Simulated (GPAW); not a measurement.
# Core-hole calculation of the C K edge in SiC (Moissanite 3C, F-43m), part 3 of 3

How does the C K edge of SiC (Moissanite 3C, F-43m) move when the bonds are compressed or stretched?

GPAW 26.7.0; X-ray absorption from dipole matrix elements to empty bands, plane-wave PAW PBE.

So far. Step 4 (Spectrum with FCH, C atom 2): The hole costs E(hole) − E(ground) = 279.51 eV, and the lowest empty level of the hole cell on the spectrum's mesh lies at 9.41 eV, which puts the zero at 288.92 eV. One term is added: -6.71 eV, since the hole is spin-paired here and a spin-polarised one costs that much less in the free atom (computed apart). The photon energy is then 282.21 eV. The functional and the charged cell's background leave an error of a few eV in such absolute values.

## Step 8: Spectrum with FCH, C atom 2

Shorter bonds are expected to push antibonding states and scattering resonances up, and longer ones down; the cell is scaled to test that.

Changed against the first core-hole run: volume scale from 1 to 0.97.

xas.py

```python
import numpy as np
from ase import Atoms
from ase.parallel import parprint, paropen
from gpaw import GPAW, PW, FermiDirac, Mixer, MixerDif, setup_paths
from gpaw.test import gen
setup_paths.insert(0, '.')
gen('C', name='fch1s', xcname='PBE', corehole=(1, 0, 1), write_xml=True)
from gpaw.mpi import world
world.barrier()

atoms = Atoms('Si8C8',
    cell=[[0, 4.31397679, 4.31397679],
     [4.31397679, 0, 4.31397679],
     [4.31397679, 4.31397679, 0]],
    scaled_positions=[[0, 0, 0],
     [0, 0, 0.5],
     [0, 0.5, 0],
     [0.5, 0, 0],
     [0, 0.5, 0.5],
     [0.5, 0, 0.5],
     [0.5, 0.5, 0],
     [0.5, 0.5, 0.5],
     [0.375, 0.375, 0.375],
     [0.375, 0.375, 0.875],
     [0.375, 0.875, 0.375],
     [0.875, 0.375, 0.375],
     [0.375, 0.875, 0.875],
     [0.875, 0.375, 0.875],
     [0.875, 0.875, 0.375],
     [0.875, 0.875, 0.875]],
    pbc=True)
atoms.calc = calc = GPAW(legacy_gpaw=True, mode=PW(430, force_complex_dtype=True), xc='PBE', setups={8: 'fch1s'},
    kpts={'size': (4, 4, 4), 'gamma': True}, occupations=FermiDirac(0.02),
    charge=0, mixer=Mixer(0.1, 5, 50), maxiter=150,
    convergence={'density': 0.0001, 'eigenstates': 1e-6}, txt='scf.txt')
energy = atoms.get_potential_energy() + calc.get_reference_energy()
ef = calc.get_fermi_level()
out = dict(energy=energy, fermi=ef, forces=atoms.get_forces().tolist())
parprint(f'all-electron energy {energy:.4f} eV, Fermi level {ef:.4f} eV')
ev = np.array([[calc.get_eigenvalues(k, s) for k in range(len(calc.get_ibz_k_points()))] for s in range(calc.get_number_of_spins())])
out['homo'], out['lumo'], out['counts'] = ev[ev < ef].max(), ev[ev > ef].min(), sorted(set((ev < ef).sum((0, 2)).tolist()))
out['filled'] = (ev[:, 0] < ef).sum(1).tolist()

from ase.units import Ha
from gpaw.xas import dipole_matrix_elements
nb = int(calc.get_number_of_electrons() / 2) + 98
top, nb = nb, nb + 8 + nb // 12
nscf = calc.fixed_density(kpts={'size': (5, 5, 5), 'gamma': True}, nbands=nb,
    convergence={'bands': top, 'eigenstates': 5e-3}, maxiter=60, txt='nscf.txt')
cell = atoms.cell.array
ops = [cell.T @ U.T @ np.linalg.inv(cell.T) for U in nscf.wfs.kd.symmetry.op_scc]
filled = [32]  # bands filled in the ground state, by spin
E = np.arange(-6, 34, 0.1)
fwhm = np.interp(E, [4, 25], [0.9, 3.5])
Y, X, zero, highest = 0, 0, 1e9, 1e9
for spin in range(nscf.get_number_of_spins()):
    wfs = nscf.wfs
    mine = wfs.bd.get_slice()  # this rank's bands
    A = dipole_matrix_elements(wfs.setups[8])
    eps = np.zeros((wfs.kd.nibzkpts, nb))
    d = np.zeros((3, A.shape[1], wfs.kd.nibzkpts, nb), complex)
    for kpt in wfs.kpt_u:
        if kpt.s == spin and 8 in kpt.P_ani:
            eps[kpt.k, mine] = kpt.eps_n * Ha
            d[:, :, kpt.k, mine] = (kpt.weight * wfs.nspins / 2) ** 0.5 * np.inner(A, kpt.P_ani[8])
    world.sum(eps)
    world.sum(d)
    T = np.einsum('amkn,bmkn->abkn', d, d.conj()).real
    T = sum(np.einsum('ai,ijkn,bj->abkn', R, T, R) for R in ops) / len(ops)
    empty = np.ones_like(eps, bool) & (np.arange(nb) >= filled[spin])
    zero, highest = min(zero, eps[empty].min()), min(highest, eps[:, top - 1].min())
    lines = [(eps, T, empty)] if spin == 0 else lines + [(eps, T, empty)]
for eps, T, empty in lines:
    f = np.einsum('aakn->akn', T).reshape(3, -1)
    x = eps.ravel() - zero
    w = np.interp(x, E, fwhm) / 2.35482
    g = np.exp(-0.5 * ((E[:, None] - x) / w) ** 2) / (w * (2 * np.pi) ** 0.5)
    Y = Y + (f * empty.ravel()) @ g.T
    X = X + (f * ~empty.ravel()) @ g.T
out.update(E=E.round(2).tolist(), xas=Y.tolist(), xes=X.tolist(), zero=zero, valid=highest - zero, nk=len(eps), nb=nb)
for i in range(0, len(E), 10):
    parprint(f'{E[i]:7.2f}', *(f'{v:10.3e}' for v in Y[:, i]))
import json
with paropen('out.json', 'w') as f:
    json.dump(out, f)
```

Command:

```console
OMP_NUM_THREADS=1 mpirun -n 4 gpaw python xas.py
```

Numbers of over 12 decimals in the logs are rounded to 6 here.

Output:

```text
Input parameters:
  convergence: {density: 0.0001,
                eigenstates: 1e-06}
  kpts: {gamma: True,
         size: (4, 4, 4)}
  maxiter: 150
  mixer: {backend: pulay,
          beta: 0.1,
          method: separate,
          nmaxold: 5,
          weight: 50}
  mode: {ecut: 430.0,
         force_complex_dtype: True,
         name: pw}
  occupations: {fixmagmom: False,
                name: fermi-dirac,
[...]
*p    :     0.215906
*d    :     0.000000
--------------------------------

Diagonalizing with gridspacing h=0.050

state   all-electron     PAW
-------------------------------
2s:      -1.099219    -1.100079
2p:      -0.784094    -0.785584
*d:                   -0.070724
*f:                   -0.014625
-------------------------------
all-electron energy -71151.9080 eV, Fermi level 9.2045 eV
[...]
32.00  1.697e-04  1.697e-04  1.697e-04
  33.00  1.412e-04  1.412e-04  1.412e-04
[key lines of the parts left out:]
Converged after 16 iterations.
Dipole moment: (10.377021, 10.377021, 10.377021) |e|*Ang
Free energy:   -144.500915
Fermi level: 9.20446
```

The job ended after 59 s (4 MPI ranks of Arm Neoverse V2, shared host; peak memory 0.32 GiB; 3.9 min of CPU time).

| E (eV) | first run | this run |
| --- | --- | --- |
| -2.0 | 0.00 | 0.00 |
| -1.0 | 0.00 | 0.00 |
| 0.0 | 0.01 | 0.01 |
| 1.0 | 0.10 | 0.09 |
| 2.0 | 0.48 | 0.42 |
| 3.0 | 1.24 | 1.18 |
| 4.0 | 1.13 | 1.09 |
| 5.0 | 1.11 | 0.94 |
| 6.0 | 1.99 | 1.82 |
| 7.0 | 1.83 | 1.88 |
| 8.0 | 2.15 | 2.10 |
| 9.0 | 1.95 | 2.21 |
| 10.0 | 1.19 | 1.41 |
| 11.0 | 1.23 | 1.17 |
| 12.0 | 1.14 | 1.32 |
| 13.0 | 0.49 | 0.74 |
| 14.0 | 0.26 | 0.31 |
| 15.0 | 0.33 | 0.31 |
| 16.0 | 0.38 | 0.37 |
| 17.0 | 0.49 | 0.41 |
| 18.0 | 0.79 | 0.61 |
| 19.0 | 1.10 | 0.98 |
| 20.0 | 1.08 | 1.17 |
| 21.0 | 0.86 | 1.02 |
| 22.0 | 0.75 | 0.82 |
| 23.0 | 0.72 | 0.74 |
| 24.0 | 0.66 | 0.71 |
| 25.0 | 0.58 | 0.64 |
| 26.0 | 0.54 | 0.57 |
| 27.0 | 0.56 | 0.56 |

Against the first run the r.m.s. difference is 12 %. The highest intensity below 16 eV goes from 8.4 eV (2.23) to 8.7 eV (2.29).

The photon energy of the zero moves by -0.13 eV.

## Step 9: Supercell without a hole, the energy reference

The cell changes for the next run, so it gets a reference energy of its own.

The cell differs from the one that the last finished run ended in (a 6.101 → 6.224 Å, b 6.101 → 6.224 Å, c 6.101 → 6.224 Å).

scf.py

```python
import numpy as np
from ase import Atoms
from ase.parallel import parprint, paropen
from gpaw import GPAW, PW, FermiDirac, Mixer, MixerDif, setup_paths
from gpaw.test import gen
setup_paths.insert(0, '.')
gen('C', name='nch1s', xcname='PBE', corehole=(1, 0, 0), write_xml=True)
from gpaw.mpi import world
world.barrier()

atoms = Atoms('Si8C8',
    cell=[[0, 4.40115132, 4.40115132],
     [4.40115132, 0, 4.40115132],
     [4.40115132, 4.40115132, 0]],
    scaled_positions=[[0, 0, 0],
     [0, 0, 0.5],
     [0, 0.5, 0],
     [0.5, 0, 0],
     [0, 0.5, 0.5],
     [0.5, 0, 0.5],
     [0.5, 0.5, 0],
     [0.5, 0.5, 0.5],
     [0.375, 0.375, 0.375],
     [0.375, 0.375, 0.875],
     [0.375, 0.875, 0.375],
     [0.875, 0.375, 0.375],
     [0.375, 0.875, 0.875],
     [0.875, 0.375, 0.875],
     [0.875, 0.875, 0.375],
     [0.875, 0.875, 0.875]],
    pbc=True)
atoms.calc = calc = GPAW(legacy_gpaw=True, mode=PW(430, force_complex_dtype=True), xc='PBE', setups={8: 'nch1s'},
    kpts={'size': (4, 4, 4), 'gamma': True}, occupations=FermiDirac(0.02),
    charge=0, mixer=Mixer(0.1, 5, 50), maxiter=150,
    convergence={'density': 0.0001, 'eigenstates': 1e-6}, txt='scf.txt')
energy = atoms.get_potential_energy() + calc.get_reference_energy()
ef = calc.get_fermi_level()
out = dict(energy=energy, fermi=ef, forces=atoms.get_forces().tolist())
parprint(f'all-electron energy {energy:.4f} eV, Fermi level {ef:.4f} eV')
ev = np.array([[calc.get_eigenvalues(k, s) for k in range(len(calc.get_ibz_k_points()))] for s in range(calc.get_number_of_spins())])
out['homo'], out['lumo'], out['counts'] = ev[ev < ef].max(), ev[ev > ef].min(), sorted(set((ev < ef).sum((0, 2)).tolist()))
out['filled'] = (ev[:, 0] < ef).sum(1).tolist()
import json
with paropen('out.json', 'w') as f:
    json.dump(out, f)
```

Command:

```console
OMP_NUM_THREADS=1 mpirun -n 4 gpaw python scf.py
```

Output:

```text
Input parameters:
  convergence: {density: 0.0001,
                eigenstates: 1e-06}
  kpts: {gamma: True,
         size: (4, 4, 4)}
  maxiter: 150
  mixer: {backend: pulay,
          beta: 0.1,
          method: separate,
          nmaxold: 5,
          weight: 50}
  mode: {ecut: 430.0,
         force_complex_dtype: True,
         name: pw}
  occupations: {fixmagmom: False,
                name: fermi-dirac,
[...]
--------------------------------
2s(2) :    -0.505334     1.046026
*s    :     0.494666
2p(2) :    -0.194204     0.955972
*p    :     0.805796
*d    :     0.000000
--------------------------------

Diagonalizing with gridspacing h=0.050

state   all-electron     PAW
-------------------------------
2s:      -0.505334    -0.505970
2p:      -0.194204    -0.194948
*d:                    0.044948
*f:                    0.074429
-------------------------------
all-electron energy -71431.2657 eV, Fermi level 8.5921 eV
[key lines of the parts left out:]
Converged after 16 iterations.
Dipole moment: (10.466574, 10.466574, 10.466574) |e|*Ang
Free energy:   -119.486669
Fermi level: 8.59209
```

It took 20 s on 4 MPI ranks; peak memory 0.25 GiB; 77 s of CPU time.

Reference energy: -71431.266 eV with the cores included.

## Step 10: Spectrum with FCH, C atom 2

Shorter bonds are expected to push antibonding states and scattering resonances up, and longer ones down; the cell is scaled to test that.

Changed against the first core-hole run: volume scale from 1 to 1.03.

Edit xas.py of step 8 so:

```diff
@@ -11,5 +11,5 @@
 atoms = Atoms('Si8C8',
-    cell=[[0, 4.31397679, 4.31397679],
-     [4.31397679, 0, 4.31397679],
-     [4.31397679, 4.31397679, 0]],
+    cell=[[0, 4.40115132, 4.40115132],
+     [4.40115132, 0, 4.40115132],
+     [4.40115132, 4.40115132, 0]],
     scaled_positions=[[0, 0, 0],
@@ -45,3 +45,3 @@
 from gpaw.xas import dipole_matrix_elements
-nb = int(calc.get_number_of_electrons() / 2) + 98
+nb = int(calc.get_number_of_electrons() / 2) + 104
 top, nb = nb, nb + 8 + nb // 12
```

Command:

```console
OMP_NUM_THREADS=1 mpirun -n 4 gpaw python xas.py
```

Output:

```text
Input parameters:
  convergence: {density: 0.0001,
                eigenstates: 1e-06}
  kpts: {gamma: True,
         size: (4, 4, 4)}
  maxiter: 150
  mixer: {backend: pulay,
          beta: 0.1,
          method: separate,
          nmaxold: 5,
          weight: 50}
  mode: {ecut: 430.0,
         force_complex_dtype: True,
         name: pw}
  occupations: {fixmagmom: False,
                name: fermi-dirac,
[...]
*p    :     0.215906
*d    :     0.000000
--------------------------------

Diagonalizing with gridspacing h=0.050

state   all-electron     PAW
-------------------------------
2s:      -1.099219    -1.100079
2p:      -0.784094    -0.785584
*d:                   -0.070724
*f:                   -0.014625
-------------------------------
all-electron energy -71151.3147 eV, Fermi level 8.5286 eV
[...]
32.00  1.441e-04  1.441e-04  1.441e-04
  33.00  1.192e-04  1.192e-04  1.192e-04
[key lines of the parts left out:]
Converged after 19 iterations.
Dipole moment: (10.175212, 10.175212, 10.175212) |e|*Ang
Free energy:   -143.907643
Fermi level: 8.52856
```

Elapsed: 61 s, on 4 MPI ranks; peak memory 0.34 GiB.

| E (eV) | first run | this run |
| --- | --- | --- |
| -2.0 | 0.00 | 0.00 |
| -1.0 | 0.00 | 0.00 |
| 0.0 | 0.01 | 0.01 |
| 1.0 | 0.10 | 0.12 |
| 2.0 | 0.48 | 0.56 |
| 3.0 | 1.24 | 1.29 |
| 4.0 | 1.13 | 1.17 |
| 5.0 | 1.11 | 1.40 |
| 6.0 | 1.99 | 2.06 |
| 7.0 | 1.83 | 1.79 |
| 8.0 | 2.15 | 2.16 |
| 9.0 | 1.95 | 1.66 |
| 10.0 | 1.19 | 1.08 |
| 11.0 | 1.23 | 1.27 |
| 12.0 | 1.14 | 0.90 |
| 13.0 | 0.49 | 0.33 |
| 14.0 | 0.26 | 0.26 |
| 15.0 | 0.33 | 0.35 |
| 16.0 | 0.38 | 0.42 |
| 17.0 | 0.49 | 0.61 |
| 18.0 | 0.79 | 0.95 |
| 19.0 | 1.10 | 1.09 |
| 20.0 | 1.08 | 0.93 |
| 21.0 | 0.86 | 0.77 |
| 22.0 | 0.75 | 0.72 |
| 23.0 | 0.72 | 0.69 |
| 24.0 | 0.66 | 0.61 |
| 25.0 | 0.58 | 0.53 |
| 26.0 | 0.54 | 0.53 |

Against the first run the r.m.s. difference is 11 %. The highest intensity below 16 eV goes from 8.4 eV (2.23) to 8.1 eV (2.17).

The photon energy of the zero moves by +0.12 eV.

## Step 11: Supercell without a hole, the energy reference

The cell changes for the next run, so it gets a reference energy of its own.

The cell differs from the one that the last finished run ended in (a 6.224 → 6.284 Å, b 6.224 → 6.284 Å, c 6.224 → 6.284 Å).

Edit scf.py of step 9 so:

```diff
@@ -11,5 +11,5 @@
 atoms = Atoms('Si8C8',
-    cell=[[0, 4.40115132, 4.40115132],
-     [4.40115132, 0, 4.40115132],
-     [4.40115132, 4.40115132, 0]],
+    cell=[[0, 4.44347268, 4.44347268],
+     [4.44347268, 0, 4.44347268],
+     [4.44347268, 4.44347268, 0]],
     scaled_positions=[[0, 0, 0],
```

Command:

```console
OMP_NUM_THREADS=1 mpirun -n 4 gpaw python scf.py
```

Output:

```text
Input parameters:
  convergence: {density: 0.0001,
                eigenstates: 1e-06}
  kpts: {gamma: True,
         size: (4, 4, 4)}
  maxiter: 150
  mixer: {backend: pulay,
          beta: 0.1,
          method: separate,
          nmaxold: 5,
          weight: 50}
  mode: {ecut: 430.0,
         force_complex_dtype: True,
         name: pw}
  occupations: {fixmagmom: False,
                name: fermi-dirac,
[...]
--------------------------------
2s(2) :    -0.505334     1.046026
*s    :     0.494666
2p(2) :    -0.194204     0.955972
*p    :     0.805796
*d    :     0.000000
--------------------------------

Diagonalizing with gridspacing h=0.050

state   all-electron     PAW
-------------------------------
2s:      -0.505334    -0.505970
2p:      -0.194204    -0.194948
*d:                    0.044948
*f:                    0.074429
-------------------------------
all-electron energy -71431.1347 eV, Fermi level 8.2674 eV
[key lines of the parts left out:]
Converged after 13 iterations.
Dipole moment: (10.368647, 10.368647, 10.368647) |e|*Ang
Free energy:   -119.355665
Fermi level: 8.26743
```

Elapsed: 16 s, on 4 MPI ranks; peak memory 0.26 GiB; 63 s of CPU time.

Reference energy: -71431.135 eV with the cores included.

## Step 12: Spectrum with FCH, C atom 2

Shorter bonds are expected to push antibonding states and scattering resonances up, and longer ones down; the cell is scaled to test that.

Changed against the first core-hole run: volume scale from 1 to 1.06.

Edit xas.py of step 10 so:

```diff
@@ -11,5 +11,5 @@
 atoms = Atoms('Si8C8',
-    cell=[[0, 4.40115132, 4.40115132],
-     [4.40115132, 0, 4.40115132],
-     [4.40115132, 4.40115132, 0]],
+    cell=[[0, 4.44347268, 4.44347268],
+     [4.44347268, 0, 4.44347268],
+     [4.44347268, 4.44347268, 0]],
     scaled_positions=[[0, 0, 0],
@@ -45,3 +45,3 @@
 from gpaw.xas import dipole_matrix_elements
-nb = int(calc.get_number_of_electrons() / 2) + 104
+nb = int(calc.get_number_of_electrons() / 2) + 107
 top, nb = nb, nb + 8 + nb // 12
```

Command:

```console
OMP_NUM_THREADS=1 mpirun -n 4 gpaw python xas.py
```

Output:

```text
Input parameters:
  convergence: {density: 0.0001,
                eigenstates: 1e-06}
  kpts: {gamma: True,
         size: (4, 4, 4)}
  maxiter: 150
  mixer: {backend: pulay,
          beta: 0.1,
          method: separate,
          nmaxold: 5,
          weight: 50}
  mode: {ecut: 430.0,
         force_complex_dtype: True,
         name: pw}
  occupations: {fixmagmom: False,
                name: fermi-dirac,
[...]
*p    :     0.215906
*d    :     0.000000
--------------------------------

Diagonalizing with gridspacing h=0.050

state   all-electron     PAW
-------------------------------
2s:      -1.099219    -1.100079
2p:      -0.784094    -0.785584
*d:                   -0.070724
*f:                   -0.014625
-------------------------------
all-electron energy -71150.7638 eV, Fermi level 8.2036 eV
[...]
32.00  1.365e-04  1.365e-04  1.365e-04
  33.00  1.213e-04  1.213e-04  1.213e-04
[key lines of the parts left out:]
Converged after 18 iterations.
Dipole moment: (10.076250, 10.076250, 10.076250) |e|*Ang
Free energy:   -143.356800
Fermi level: 8.20365
```

It took 59 s on 4 MPI ranks; peak memory 0.35 GiB; 3.9 min of CPU time.

| E (eV) | first run | this run |
| --- | --- | --- |
| -2.0 | 0.00 | 0.00 |
| -1.0 | 0.00 | 0.00 |
| 0.0 | 0.01 | 0.01 |
| 1.0 | 0.10 | 0.14 |
| 2.0 | 0.48 | 0.66 |
| 3.0 | 1.24 | 1.33 |
| 4.0 | 1.13 | 1.21 |
| 5.0 | 1.11 | 1.76 |
| 6.0 | 1.99 | 2.00 |
| 7.0 | 1.83 | 1.78 |
| 8.0 | 2.15 | 2.10 |
| 9.0 | 1.95 | 1.39 |
| 10.0 | 1.19 | 1.07 |
| 11.0 | 1.23 | 1.24 |
| 12.0 | 1.14 | 0.66 |
| 13.0 | 0.49 | 0.24 |
| 14.0 | 0.26 | 0.28 |
| 15.0 | 0.33 | 0.37 |
| 16.0 | 0.38 | 0.49 |
| 17.0 | 0.49 | 0.77 |
| 18.0 | 0.79 | 1.04 |
| 19.0 | 1.10 | 1.00 |
| 20.0 | 1.08 | 0.81 |
| 21.0 | 0.86 | 0.73 |
| 22.0 | 0.75 | 0.71 |
| 23.0 | 0.72 | 0.65 |
| 24.0 | 0.66 | 0.56 |
| 25.0 | 0.58 | 0.51 |
| 26.0 | 0.54 | 0.54 |
| 27.0 | 0.56 | 0.61 |

The scaled spectrum changes by 21 % r.m.s. A shift of -0.6 eV leaves 10 %. Another feature, at 5.6 eV (2.21), becomes the highest below 16 eV; the one at 8.4 eV (2.23) is now at 7.9 eV (2.11).

The photon energy of the zero moves by +0.24 eV.

## Step 13: The volumes side by side

| volume | nearest distance (Å) | shift of the zero (eV) | maximum 1 (eV above own zero) | maximum 2 (eV above own zero) | maximum 3 (eV above own zero) |
| --- | --- | --- | --- | --- | --- |
| 0.94 | 1.849 | -0.28 | 3.4 | 9.0 | 12.1 |
| 0.97 | 1.868 | -0.13 | 3.3 | 8.7 | 11.8 |
| 1 | 1.887 | +0.00 | 3.2 | 8.4 | 11.4 |
| 1.03 | 1.906 | +0.12 | 3.1 | 8.1 | 11.1 |
| 1.06 | 1.924 | +0.24 | 3.1 | 7.9 | 10.8 |

The curves, each shifted by its zero's change so that they share one photon-energy axis, counted from the zero at V × 1:

| E (eV) | V × 0.94 | V × 0.97 | V × 1 | V × 1.03 | V × 1.06 |
| --- | --- | --- | --- | --- | --- |
| -2.0 | 0.00 | 0.00 | 0.00 | 0.00 | 0.00 |
| -1.0 | 0.00 | 0.00 | 0.00 | 0.00 | 0.00 |
| 0.0 | 0.01 | 0.01 | 0.01 | 0.00 | 0.00 |
| 1.0 | 0.13 | 0.11 | 0.10 | 0.09 | 0.08 |
| 2.0 | 0.48 | 0.48 | 0.48 | 0.49 | 0.50 |
| 3.0 | 1.24 | 1.23 | 1.24 | 1.25 | 1.27 |
| 4.0 | 1.02 | 1.08 | 1.13 | 1.19 | 1.24 |
| 5.0 | 0.91 | 1.00 | 1.11 | 1.26 | 1.43 |
| 6.0 | 1.73 | 1.87 | 1.99 | 2.09 | 2.15 |
| 7.0 | 1.90 | 1.88 | 1.83 | 1.77 | 1.72 |
| 8.0 | 2.16 | 2.16 | 2.15 | 2.13 | 2.10 |
| 9.0 | 2.30 | 2.13 | 1.95 | 1.77 | 1.59 |
| 10.0 | 1.50 | 1.32 | 1.19 | 1.10 | 1.05 |
| 11.0 | 1.20 | 1.21 | 1.23 | 1.25 | 1.25 |
| 12.0 | 1.37 | 1.28 | 1.14 | 0.99 | 0.83 |
| 13.0 | 0.84 | 0.65 | 0.49 | 0.37 | 0.29 |
| 14.0 | 0.37 | 0.30 | 0.26 | 0.25 | 0.25 |
| 15.0 | 0.32 | 0.32 | 0.33 | 0.34 | 0.35 |
| 16.0 | 0.38 | 0.38 | 0.38 | 0.41 | 0.45 |
| 17.0 | 0.40 | 0.43 | 0.49 | 0.58 | 0.69 |
| 18.0 | 0.54 | 0.66 | 0.79 | 0.91 | 1.00 |
| 19.0 | 0.90 | 1.03 | 1.10 | 1.10 | 1.04 |
| 20.0 | 1.19 | 1.17 | 1.08 | 0.96 | 0.85 |
| 21.0 | 1.13 | 0.99 | 0.86 | 0.78 | 0.74 |
| 22.0 | 0.90 | 0.80 | 0.75 | 0.73 | 0.72 |
| 23.0 | 0.77 | 0.74 | 0.72 | 0.70 | 0.67 |
| 24.0 | 0.74 | 0.70 | 0.66 | 0.62 | 0.58 |
| 25.0 | 0.68 | 0.63 | 0.58 | 0.54 | 0.51 |
| 26.0 | 0.61 | 0.57 | 0.54 | 0.53 | 0.53 |
| 27.0 | 0.58 | 0.56 | 0.56 | 0.57 | 0.59 |

## Step 14: What came out

```json
{"absorber and edge": "C K, atom 2 of the ground-state input (counted from 1)", "surroundings": "4 Si at 1.89 Å (tetrahedral, site symmetry -43m)", "highest intensity below 16 eV": "8.4 eV above the zero, height 2.23", "photon energy of the zero, with the added terms": "282.2 eV (raw 288.9 eV; uncertain by a few eV)"}
```

What this shows: From V × 0.94 to V × 1.06 the nearest distance grows by 0.076 Å and the zero moves by +0.52 eV. Above their own zero, the maxima move from 3.4 to 3.1 eV, from 9.0 to 7.9 eV and from 12.1 to 10.8 eV. The C K edge of atom 2, with 4 Si at 1.89 Å (tetrahedral, site symmetry -43m), has its highest intensity of the first 16 eV at 8.4 eV above the zero, near 291 eV in photon energy (uncertain by a few eV), 2.2 times the mean level of the first 20 eV (Gaussian full width 0.9 eV up to 4 eV, rising linearly to 3.5 eV at 25 eV). The holes are only 6.2 Å apart, so the shape is probably not converged with cell size; no larger cell was run here. The mesh is coarse (0.25 Å⁻¹ between points), so small maxima may be mesh ripples. The structure is a published determination, not relaxed.

[Banner, clock and machine lines of the logs are left out without a mark of their own.]

[Logs are printed without paths, hosts, clocks, repeated set-up lines and the standing remarks that a program may print on its own settings, such as how far it seeks lower states.]

[Hosts, paths, dates, database ids (printed as entryN), source tags and the programs' standing remarks are cut or masked in the printed files.]

[Lists of maxima count a maximum above −3 eV only where it reaches 4 % of the highest in the window and stands out from its surroundings by 2 % of it (1.5 % where it reaches 55 %); shoulders and weaker maxima are passed over, and of the rest the first, up to two pre-edge ones and the few strongest are named.]
